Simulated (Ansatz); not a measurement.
**Ni [001], fcc: uniaxial strain and lateral response**

The c axis is held at a set length while the cell relaxes sideways. How do the lateral strain and the stress follow? The strained cell has c along the load; unstrained it is a = 2.4485 Å, b = 2.4485 Å, c = 3.4627 Å, α = 90.00°, β = 90.00°, γ = 90.00°, with 2 atoms.

Calculated with Ansatz 0.2.0, PBEsol, PAW files of the set soft_1, cutoff 600 eV, Fermi–Dirac smearing 0.05 eV, k-mesh 18×18×13, ferromagnetic start, no spin-orbit coupling.

Relaxed positions at 0 %:

```
atom       x       y       z
  Ni  0.0000  0.0000  0.0000
  Ni  0.5000  0.5000  0.5000
```

```csv
ε_c (%),a (Å),c (Å),ε_a (%),"σ (GPa, tension positive)"
−3,2.4778,3.3588,1.196,−5.26
−2,2.4676,3.3935,0.780,−3.63
−1,2.4580,3.4281,0.388,−1.88
0,2.4489,3.4627,0.015,−0.07
2,2.4319,3.5320,−0.676,3.77
3,2.4242,3.5666,−0.994,5.76
```

**Question.** Fit both responses and give the free strain and the stress at +1 %, a row left out above.

Least squares with y = y0 + y1 ε + y2 ε² (ε in %) gives ε_a = 0.014 + (−0.3647) ε + (0.0096) ε² and σ = −0.07 + (1.841) ε + (0.036) ε² GPa. The linear terms put the ratio of free to applied strain at −0.365 and the Young modulus at 184 GPa.

At +1 % the free strain comes out as −0.341 %. The run itself gives −0.339 %, so the estimate misses by 0.002 %; the fitted rows themselves lie up to 0.002 % off the law.

The stress comes out as 1.80 GPa. The run itself gives 1.82 GPa, so the estimate misses by 0.02 GPa; the fitted rows themselves lie up to 0.02 GPa off the law.

Along a cube axis ν = C12/(C11 + C12) and Y = (C11 − C12)(C11 + 2C12)/(C11 + C12), so C11 = Y(1 − ν)/[(1 + ν)(1 − 2ν)] = 317 GPa and C12 = 182 GPa.

The positive ε² term means that the crystal stiffens in tension.

[Logs are printed without paths, hosts, clocks, repeated set-up lines and the standing remarks that a program may print on its own settings, such as how far it seeks lower states.]
